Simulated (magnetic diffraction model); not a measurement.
# NdCo9B4 below its ordering temperature

Space group I4/mcm (no. 140), a = 7.2390 Å, c = 10.6990 Å.

```csv
site,atom,x,y,z
4a,Nd,0,0,1/4
4d,Co,0,1/2,0
16l,Co,0.3875,0.1125,0.1793
16k,Co,0.4433,0.3070,0
16l,B,0.8216,0.6784,0.1246
```

The compound is invented for this exercise: a known structure type with other elements, its cell scaled to their sizes and not relaxed.

Only Nd is taken to order (form factors of Nd3+); orders and moment sizes are assumed, and not adapted to the symmetry. Radiation: neutrons of λ = 2.41 Å (absorption by B left out), 2° to 75°; isotropic B of 0.19 Å² (Nd), 0.2 Å² (Co) and 0.26 Å² (B). The intensities are simulated: I ∝ L Σ (|F_N|² + |F_M⊥|²) for unpolarised neutrons, with F_M = 2.695 fm/μB × Σ f(s) S exp(2πi Q·r) exp(−B s²) at Q = H ± k (one set where k and −k are equivalent), only the part normal to Q counting and L = 1/(sin²θ cos θ). For a modulated order the moment at position r is S exp(−2πi k·r) + c.c., with S = m/2 for a sine wave of amplitude m and S = m(u + iv)/2 for moments turning in a plane, u and v being orthogonal unit vectors in it; the phase factor of the sum at Q = H + k is then exp(2πi H·r). Form factors are spin-only for 3d ions and dipole or tabulated for f ions, scattering lengths are Sears's of 1992, and absorption is left out. A label names one of the reflections at its angle. The strongest nuclear line in the range is 100, and lines under 0.2 are left out.

Above the ordering temperature:

```tsv
2θ (°)	index	I
26.04	(0 0 2)	0.5
27.23	(1 1 0)	0.8
38.03	(1 1 2)	5.4
38.89	(2 0 0)	0.5
45.77	(2 1 1)	25.0
47.40	(2 0 2)	13.0
53.55	(0 0 4)	0.6
56.17	(2 2 0)	21.1
60.36	(2 1 3)	17.1
61.10	(1 1 4)	41.3
62.92	(2 2 2)	25.6
63.52	(3 1 0)	46.1
68.14	(2 0 4)	100.0
69.86	(3 1 2)	92.2
```

Below it (cell unchanged):

```tsv
2θ (°)	I
20.09	12.4
23.51	11.7
26.04	0.5
26.51	7.9
27.23	0.8
38.03	5.4
38.89	0.5
42.30	5.9
42.59	2.0
44.15	3.6
44.44	3.2
45.77	25.0
46.22	1.9
47.40	13.0
47.69	3.4
49.38	4.6
53.55	0.6
56.17	21.1
57.31	1.9
57.54	2.6
59.03	1.9
60.36	17.1
61.10	41.3
61.73	1.7
61.95	1.9
62.92	25.6
63.38	2.4
63.52	46.1
65.97	1.4
68.14	100.0
69.86	92.2
70.29	1.1
70.71	0.7
71.43	2.1
72.05	1.2
72.76	1.5
```
(The table stops after 36 lines; 2 more lie at higher angle.)

**Question.** Check that the new lines index with k = (1/5 0 0), then choose among these models:
A. a sine wave with moments along [010] (amplitudes given), 2.3 μB on Nd; signs + at (0, 0, 1/4), − at (1/2, 1/2, 1/4)
B. a sine wave with moments along [001] (amplitudes given), 2.3 μB on Nd; signs + at (0, 0, 1/4), − at (1/2, 1/2, 1/4)
C. moments turning in the plane of [010] and [001], 2.3 μB on Nd; signs + at (0, 0, 1/4), − at (1/2, 1/2, 1/4)
D. moments turning in the plane of [100] and [010], 2.3 μB on Nd; signs + at (0, 0, 1/4), − at (1/2, 1/2, 1/4)

The new lines index as (4/5 0 1) at 20.09°, (1/5 1 1) at 23.51°, (6/5 0 1) at 26.51° and (9/5 1 1) at 42.30°, that is as H ± k with k = (1/5 0 0), one of 2 inequivalent arms of its star (k and −k counted as one), which a powder can't tell apart. Satellites come in pairs about each point of the reciprocal lattice.

Magnetic intensity, observed (below minus above) and for each model:

| 2θ (°) | index | observed | A | B | C | D |
| --- | --- | --- | --- | --- | --- | --- |
| 20.09 | (4/5 0 1) | 12.4 | 7.8 | 4.6 | 12.4 | 11.1 |
| 23.51 | (1/5 1 1) | 11.7 | 3.8 | 7.9 | 11.7 | 14.9 |
| 26.51 | (6/5 0 1) | 7.9 | 4.5 | 3.4 | 7.9 | 5.6 |
| 42.30 | (9/5 1 1) | 5.9 | 2.8 | 3.2 | 5.9 | 3.9 |
| 42.59 | (4/5 0 3) | 2.0 | 1.7 | 0.2 | 2.0 | 3.2 |
| 44.15 | (4/5 2 1) | 3.6 | 0.7 | 2.9 | 3.6 | 3.5 |
| 44.44 | (1/5 1 3) | 3.2 | 2.6 | 0.6 | 3.2 | 5.7 |
| 47.69 | (6/5 2 1) | 3.4 | 0.9 | 2.5 | 3.4 | 3.0 |

Model C matches.

The structure used: k = (1/5 0 0), moments turning in the plane of [010] and [001], 2.3 μB on Nd; signs + at (0, 0, 1/4), − at (1/2, 1/2, 1/4).

[Logs are printed without paths, hosts, clocks, repeated set-up lines and the standing remarks that a program may print on its own settings, such as how far it seeks lower states.]
